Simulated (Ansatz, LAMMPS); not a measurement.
# Structural relaxation of a frame of liquid Rb(Cl,I) from 900 K (62 atoms)

Wanted: the relaxed structure of a frame of liquid Rb(Cl,I) from 900 K (62 atoms) and its electronic structure.

Program: Ansatz 0.2.0. Level of theory: Kohn-Sham DFT, PBE, PAW (set soft_2, large core), plane waves. Results are calculated unless marked as measured.

### Step 1. Set-up

The cell holds 62 atoms: 31 Rb, 9 Cl and 22 I. Its edges and angles: a = 14.789 Å, b = 14.789 Å, c = 14.789 Å, α = 90.0°, β = 90.0°, γ = 90.0°. 62 atoms (31 Rb, 9 Cl, 22 I) placed at random at 2.96 g/cm³, melted at 1800 K for 10 ps at fixed volume with the Lennard-Jones and Coulomb ion parameters for SPC/E (Joung and Cheatham, J. Phys. Chem. B 112, 9020 (2008)), full charges. Snapshot at the end of a hold of 20 ps at 900 K and fixed volume.

Limits known from the start: The starting topology of bonds comes from the classical model. The ion parameters were fitted for water, not for melts, so the starting structure of this cell may lie well off the real melt's. Sampling is at Γ alone, for a cell whose shortest periodic width is 15 Å. The levels lack spin–orbit coupling, which is large for the heavy elements here.

### Step 2. The classical run that made the cell

A classical potential supplies the starting structure, since it reaches far longer times than DFT.

This step: classical MD, Lennard-Jones and Coulomb ion parameters for SPC/E (Joung and Cheatham, J. Phys. Chem. B 112, 9020 (2008)), full charges (LAMMPS 22 Jul 2025 - Update 4).

in.lmp reads:

```
# melt-quench of Rb31Cl9I22
units metal
atom_style charge
boundary p p p
region box block 0 14.7894 0 14.7894 0 14.7894
create_box 3 box
mass 1 85.4678   # Rb
mass 2 35.4500   # Cl
mass 3 126.9045   # I
create_atoms 1 random 31 229247 NULL overlap 2.2 maxtry 2000
create_atoms 2 random 9 229254 NULL overlap 2.2 maxtry 2000
create_atoms 3 random 22 229261 NULL overlap 2.2 maxtry 2000
pair_style lj/cut/coul/long 9.0
pair_modify mix arithmetic tail yes
pair_coeff 1 1 0.019302 3.0950   # Rb
pair_coeff 2 2 0.000554 4.8305   # Cl
pair_coeff 3 3 0.001855 5.2011   # I
set type 1 charge 1
set type 2 charge -1
set type 3 charge -1
kspace_style pppm 1.0e-4
neigh_modify delay 0 every 1 check yes
thermo_style custom step time temp pe press density
thermo_modify norm yes
timestep 0.002
thermo 100
min_style cg
minimize 1e-4 1e-4 200 2000
reset_timestep 0
velocity all create 1800 229248 mom yes dist gaussian
fix lim all nve/limit 0.05
fix lan all langevin 1800 1800 0.2 229249 zero yes
thermo 500
run 1000 post no
# [... 10 lines left out ...]
compute msd all msd com yes
thermo 2500
fix md all nvt temp 900 900 0.2
run 10000 post no
print "== T900: mean square displacement over the hold $(c_msd[4]:%.2f) A^2"
unfix md
uncompute msd
write_dump all custom T900.dump id type xs ys zs modify sort id
```

Started as:

```sh
> lmp -in in.lmp -log none -nocite
```

Numbers of over 12 decimals in the logs are rounded to 6 here.

The log of the run:

```text
LAMMPS (22 Jul 2025 - Update 4)
Created orthogonal box = (0 0 0) to (14.7894 14.7894 14.7894)
Created 31 atoms
Created 9 atoms
Created 22 atoms
PPPM initialization ...
  G vector (1/distance) = 0.30819354
  grid = 10 10 10
  estimated relative force accuracy = 5.9480417e-05
   Step          Time           Temp          PotEng         Press         Density
         0   0              0              13.080163      1743314.4      2.9570173
       100   0.2            0             -3.2247573     -2758.2404      2.9570173
       106   0.212          0             -3.2273804     -2909.4478      2.9570173
Loop time of 0.02344 s on 1 MPI rank(s) for 106 steps with 62 atoms
Minimization stats:
  Stopping criterion = energy tolerance
  Energy initial, next-to-last, final =
      13.0801634927115  -3.22713831041144  -3.22738040238787
  Force two-norm initial, final = 1940.9676 0.29278782
  Iterations, force evaluations = 106 116
[... 8 lines left out ...]
      2499   4.998          1473.0878     -3.0092468      14572.656      2.9570173
      3332   6.664          1928.7659     -3.0028688      18511.223      2.9570173
      4165   8.33           2026.3256     -3.0017108      15865.527      2.9570173
      4998   9.996          1872.2537     -3.0264524      15594.123      2.9570173
[... 2 lines left out ...]
Loop time of 0.814214 s on 1 MPI rank(s) for 5000 steps with 62 atoms
   Step          Time           Temp          PotEng         Press         Density
[... 5 lines left out ...]
Loop time of 0.403909 s on 1 MPI rank(s) for 2500 steps with 62 atoms
   Step          Time           Temp          PotEng         Press         Density
[... 2 lines left out ...]
     12500   25             856.80171     -3.1268079      2045.681       2.9570173
     15000   30             894.88183     -3.117589       3880.8333      2.9570173
     17500   35             1039.6335     -3.1457163      593.69139      2.9570173
     18500   37             859.25475     -3.1388232      6174.7056      2.9570173
Loop time of 1.60589 s on 1 MPI rank(s) for 10000 steps with 62 atoms
== T900: mean square displacement over the hold 15.29 A^2
```

The job ended after 3.1 s (1 thread of Arm Neoverse V1, shared host; peak memory 0.069 GiB).

### Step 3. Single point at the start

The forces at the start show how far the geometry lies from a minimum of this functional.

input.yaml reads:

```yaml
crystal:
  lattice:
    - [14.7894, 0.0, 0.0]
    - [0.0, 14.7894, 0.0]
    - [0.0, 0.0, 14.7894]
  atoms:
    - { symbol: Rb, position: [0.15662, 0.80026, 0.0546] }
    - { symbol: Rb, position: [0.34838, 0.48788, 0.6604] }
    - { symbol: Rb, position: [0.49475, 0.96813, 0.36811] }
    - { symbol: Rb, position: [0.46731, 0.49802, 0.94233] }
    - { symbol: Rb, position: [0.95286, 0.49686, 0.39144] }
    - { symbol: Rb, position: [0.5136, 0.20437, 0.26077] }
    - { symbol: Rb, position: [0.69772, 0.96733, 0.62547] }
    - { symbol: Rb, position: [0.36478, 0.67359, 0.40272] }
    - { symbol: Rb, position: [0.2395, 0.34445, 0.38146] }
    - { symbol: Rb, position: [0.98784, 0.98864, 0.85114] }
    - { symbol: Rb, position: [0.17443, 0.09901, 0.55707] }
    - { symbol: Rb, position: [0.86352, 0.69932, 0.87104] }
    - { symbol: Rb, position: [0.66768, 0.07623, 0.88801] }
    - { symbol: Rb, position: [0.48188, 0.86229, 0.06118] }
    - { symbol: Rb, position: [0.02957, 0.62556, 0.69855] }
    - { symbol: Rb, position: [0.34087, 0.20429, 0.96921] }
    - { symbol: Rb, position: [0.57945, 0.27958, 0.56783] }
    - { symbol: Rb, position: [0.82081, 0.16814, 0.13371] }
    - { symbol: Rb, position: [0.42707, 0.05255, 0.66541] }
    - { symbol: Rb, position: [0.56965, 0.46906, 0.21257] }
    - { symbol: Rb, position: [0.66096, 0.66416, 0.46803] }
    - { symbol: Rb, position: [0.83448, 0.47099, 0.07863] }
    - { symbol: Rb, position: [0.05917, 0.2853, 0.75996] }
    - { symbol: Rb, position: [0.15246, 0.07543, 0.24161] }
    - { symbol: Rb, position: [0.28388, 0.85306, 0.86526] }
    - { symbol: Rb, position: [0.61992, 0.7721, 0.80697] }
    - { symbol: Rb, position: [0.08217, 0.4261, 0.03048] }
    - { symbol: Rb, position: [0.0102, 0.75838, 0.36719] }
    - { symbol: Rb, position: [0.75762, 0.3952, 0.77785] }
    - { symbol: Rb, position: [0.77803, 0.8112, 0.16202] }
    - { symbol: Rb, position: [0.86434, 0.23092, 0.44089] }
    - { symbol: Cl, position: [0.61524, 0.17675, 0.73213] }
    - { symbol: Cl, position: [0.77517, 0.906, 0.90461] }
    - { symbol: Cl, position: [0.04918, 0.7731, 0.85071] }
    - { symbol: Cl, position: [0.32832, 0.14715, 0.34235] }
    - { symbol: Cl, position: [0.63226, 0.12231, 0.42809] }
    - { symbol: Cl, position: [0.92966, 0.50942, 0.88482] }
    - { symbol: Cl, position: [0.344, 0.70068, 0.00325] }
    - { symbol: Cl, position: [0.49512, 0.9249, 0.84873] }
    - { symbol: Cl, position: [0.7882, 0.66141, 0.30299] }
    - { symbol: I, position: [0.53905, 0.76078, 0.27159] }
    - { symbol: I, position: [0.74228, 0.36021, 0.28943] }
    - { symbol: I, position: [0.02178, 0.60961, 0.17612] }
    - { symbol: I, position: [0.02758, 0.30191, 0.29772] }
    - { symbol: I, position: [0.64828, 0.66505, 0.00431] }
    - { symbol: I, position: [0.49358, 0.47894, 0.45382] }
    - { symbol: I, position: [0.15345, 0.5738, 0.51797] }
    - { symbol: I, position: [0.36648, 0.37033, 0.14753] }
    - { symbol: I, position: [0.33518, 0.2516, 0.60562] }
    - { symbol: I, position: [0.80298, 0.74637, 0.6487] }
    - { symbol: I, position: [0.98816, 0.22632, 0.95442] }
    - { symbol: I, position: [0.92537, 0.09336, 0.62052] }
    - { symbol: I, position: [0.66226, 0.99954, 0.11888] }
    - { symbol: I, position: [0.24541, 0.37154, 0.86427] }
    - { symbol: I, position: [0.50992, 0.83579, 0.5695] }
    - { symbol: I, position: [0.29273, 0.00587, 0.07915] }
    - { symbol: I, position: [0.21097, 0.03325, 0.76475] }
    - { symbol: I, position: [0.64032, 0.33882, 0.02682] }
    - { symbol: I, position: [0.22104, 0.86468, 0.40128] }
    - { symbol: I, position: [0.54737, 0.55047, 0.73557] }
    - { symbol: I, position: [0.99843, 0.90354, 0.17852] }
    - { symbol: I, position: [0.90069, 0.40201, 0.60666] }
kpoints:
  mp_grid: { grid: [1, 1, 1] }
hamiltonian:
  xc: pbe
  pseudopotentials: { kind: paw, core: large }
scf:
  occupations: { method: fermi_dirac, width: 0.025 }
output:
  forces: true
  stress: true
  populations: true
  dos:
    method: { smearing: { sigma: 0.1 } }
    de: 0.1
    projected: { site_lists: { Cl: [Cl], I: [I], Rb: [Rb] } }
  eigenvalues: true
```

Started as:

```sh
> ansatz run input.yaml --threads 4 --pin off --max-ram 8192MiB --backend cpu --events-out ev --progress --plain --runs-dir out
```

The log of the run:

```text
Engine: ansatz 0.2.0, aarch64-unknown-linux-gnu
Pseudopotentials: kind: paw
Pseudopotential: Rb, paw, valence charge 9, recommended cutoff 420 eV (normal), Rb.paw.azcp
Pseudopotential: Cl, paw, valence charge 7, recommended cutoff 420 eV (normal), Cl.paw.azcp
Pseudopotential: I, paw, valence charge 7, recommended cutoff 420 eV (normal), I.paw.azcp#standard-large-core
[... 5 lines on functional and potentials left out ...]
Crystal: 62 atoms, lattice volume = 3234.832 Å³
Basis set: ecut = 420 eV, 63077 PW (Γ), exchange–correlation on 200×200×200 points (8 copies of the dense FFT grid, shifted against one another)
Bands: 310, of which v1, the nominal top of the filled ones, is band 248 counted from 1 (247 counted from 0)
Symmetry: 1 space group operations
Space group: P1 (ITA 1), of the structure as read, at distance tolerance 1.5e-4 Å
k-points: 1
[... 7 lines on functional and potentials left out ...]
Initial density: superposition of atomic densities (chi_scale 0.1, normalization cell, long waves kept (reshape's long-wave potential 0.35 eV rms))
Initial wavefunctions: pseudopotential atomic-orbital guess
Functional: x = pbe(κ = 0.804, μ = 0.219515), c = pbe(β = 0.066725)
SCF iter   1: F=—  HF=-224801.906265 eV  |F-HF|=—  |Δ(HF+E_count)|=         —  Δρ=2.65e-2  dr2=4.81e1  ethr=3.10e-3  ⟨swp⟩=11.0  Hψ=1569  notcnv=0  defer=28
preconditioner: auto → Resta (q_TF=auto, 1.996 Å⁻¹)  ε∞=2.4  [insulator: Δε(μ)=1.327 eV  Ē_g=11.447 eV  σ=0.025 eV  W_gap=1.00  n_scr=460 (ndim 8)  ℏωp=13.6 eV  f_vac=0.049  D(μ)=0.00/eV (n_scr^D=0)  ε∞_Penn≈2.4]
SCF iter   2: F=—  HF=-224786.002095 eV  |F-HF|=—  |Δ(HF+E_count)|=    1.59e1  Δρ=8.05e-3  dr2=5.75e0  ethr=3.10e-3  ⟨swp⟩=3.0  Hψ=588  notcnv=0  defer=55
SCF iter   3: F=—  HF=-224784.271272 eV  |F-HF|=—  |Δ(HF+E_count)|=    1.73e0  Δρ=3.46e-3  dr2=9.32e-1  ethr=1.16e-3  ⟨swp⟩=3.0  Hψ=558  notcnv=0  defer=55
SCF iter   4: F=—  HF=-224784.349067 eV  |F-HF|=—  |Δ(HF+E_count)|=   7.78e-2  Δρ=1.31e-3  dr2=1.06e-1  ethr=1.88e-4  ⟨swp⟩=4.0  Hψ=456  notcnv=0  defer=55
SCF iter   5: F=—  HF=-224784.426053 eV  |F-HF|=—  |Δ(HF+E_count)|=   7.70e-2  Δρ=2.80e-4  dr2=5.92e-3  ethr=2.13e-5  ⟨swp⟩=4.0  Hψ=489  notcnv=0  defer=55
SCF iter   6: F=—  HF=-224784.434696 eV  |F-HF|=—  |Δ(HF+E_count)|=   8.64e-3  Δρ=1.10e-4  dr2=7.41e-4  ethr=1.19e-6  ⟨swp⟩=2.0  Hψ=581  notcnv=0  defer=55
SCF iter   7: F=—  HF=-224784.435350 eV  |F-HF|=—  |Δ(HF+E_count)|=   6.54e-4  Δρ=3.70e-5  dr2=7.17e-5  ethr=1.49e-7  ⟨swp⟩=2.0  Hψ=479  notcnv=0  defer=55
SCF iter   8: F=—  HF=-224784.432046 eV  |F-HF|=—  |Δ(HF+E_count)|=   3.30e-3  Δρ=1.07e-5  dr2=6.32e-6  ethr=1.44e-8  ⟨swp⟩=2.0  Hψ=472  notcnv=0  defer=55
SCF iter   9: F=—  HF=-224784.432051 eV  |F-HF|=—  |Δ(HF+E_count)|=   4.39e-6  Δρ=2.56e-6  dr2=4.43e-7  ethr=1.27e-9  ⟨swp⟩=2.0  Hψ=472  notcnv=0  defer=55
SCF iter  10: F=-224784.432051 eV  HF=-224784.432051 eV  |F-HF|=9.81e-9  |Δ(HF+E_count)|=   1.18e-7  Δρ=8.44e-7  dr2=5.36e-8  ethr=2.02e-11  ⟨swp⟩=21.0  Hψ=2398  notcnv=0
SCF 1 converged in 10 iterations: F = -224784.432051 eV  dr2 = 5.36e-8
  greatest PAW one-centre occupation: 0.973 electrons in one spin orbital (limit 2), on the Rb atom at site 11 (counted from 0), in its partial waves of l = 0
SCF converged after 10 iterations
Free energy (F): -224784.432051 eV
Harris-Foulkes:  -224784.432051 eV  (|F-HF|=9.81e-9)
Internal energy: -224784.432051 eV  (E = F + TS)
E sigma→0 (E₀):  -224784.432051 eV
Fermi energy:    2.628024 eV
--- Per-component energies (eV) ---
  E_band       = -3786.540195
  E_kinetic    = 9438.629539
  E_local      = -29031.929557  (includes V_loc(G=0)·N_el)
  E_nonlocal   = 7465.819216
  E_hartree    = 8552.643097
  E_xc         = -14501.205206
  E_vxc        = -7730.073511  (∫ρ·V_xc dr)
  E_paw        = -186308.526479  (= ΣΔE_a)
  E_vpaw       = -1034.280610  (= ΣTr[D̂ρ^β])
  E_aug_tail   = 0.001697  (compensation charges beyond the density's cutoff)
  E_ewald      = -20399.864358
  E_smearing   = -0.000000  (= −TS)
  E_closure    = 0.000000  (closes the sum)
  Σ components = -224784.432051   (vs F -224784.432051, Δ=0.00e0)
--- Forces (eV/Å), atoms counted from 1 ---
  atom   1  Rb    -0.00257318    -0.51554715     0.16437749
  atom   2  Rb    -0.38561197    -0.13048230    -0.17435103
  atom   3  Rb    -0.25507295    -0.00554281    -0.06029186
  atom   4  Rb    -0.25807466     0.20838220     0.40849876
  atom   5  Rb    -0.33880030     0.34181117    -0.17023130
  atom   6  Rb     0.17315135     0.06559423    -0.13209863
  atom   7  Rb     0.30249320     0.26377233    -0.08438712
  atom   8  Rb    -0.16588368     0.15609338     0.02808791
  atom   9  Rb     0.50310272     0.11594887    -0.00371441
  atom  10  Rb    -0.25359766    -0.15005712     0.00047290
  atom  11  Rb    -0.35825051    -0.34189692    -0.71553809
  atom  12  Rb    -0.54142776     0.40030250     0.42593823
  atom  13  Rb    -0.07393042    -0.20273964     0.75492996
  atom  14  Rb     0.00793239    -0.35513343    -0.07234429
[...]
atom  61  I     -0.34467358     0.48911347     0.08781261
  atom  62  I      0.22358495     0.09647607    -0.22207175
  max |Σ_I F_I| component: 5.86e-5 eV/Å
--- Stress (GPa, compression-positive) ---
        0.604703      -0.144988      -0.089340
       -0.144988       0.676222      -0.226622
       -0.089340      -0.226622       0.987035
  P = ⅓ Tr σ = 0.7560 GPa (7.560 kbar)
--- Band table (eV) ---
  k-point 0: bands = ["-25.2381", "-25.1511", "-25.1366", "-25.1201", [... 294 levels ...], "6.8949", "6.9168", "6.9680", "6.9929", "7.0076", "7.0196", "7.0470", "7.0907", "7.1043", "7.1219", "7.1610", "7.1720"]
--- Löwdin populations: 62 sites ---
  site symbol       q [e]
     0     Rb      8.2355
     1     Rb      8.2619
     2     Rb      8.2454
[...]
61      I      7.6673
  spilling = 0.003837 (of n_electrons = 496.000000)
```

Elapsed: 42 s, on 4 threads of Arm Neoverse V1, shared host; peak memory 3.1 GiB; 2.7 min of CPU time.

The column dr2 measures how far the density is from self-consistency, as an energy; F and HF (Harris–Foulkes) agree once it is small.

The program notes that potentials were chosen by core size.

Read from the output:

```
free energy                                      : -224784.4321 eV
free energy per atom                             : -3625.5554 eV/atom
SCF cycles                                       : 10
pressure                                         : 0.756 GPa
r.m.s. force component                           : 0.295 eV/Å
longest force                                    : 0.981 eV/Å
Fermi energy                                     : 2.628 eV
gap (highest filled to lowest empty level) : 2.976 eV
spilling of the projection                       : 0.003837
```

The r.m.s. force component of 0.29 eV/Å and the pressure of 0.76 GPa set the starting point.

Length of the force by element:

```csv
element,coordination,atoms,mean length of the force (eV/Å),spread,least,most
Cl,all,9,0.452,0.205,0.159,0.753
I,all,22,0.469,0.217,0.162,0.981
Rb,all,31,0.463,0.217,0.0851,0.917
```

[end of part 1 of 3]

[Logs are printed without paths, hosts, clocks, repeated set-up lines and the standing remarks that a program may print on its own settings, such as how far it seeks lower states.]

[Hosts, paths, dates, database ids (printed as entryN), source tags and the programs' standing remarks are cut or masked in the printed files.]
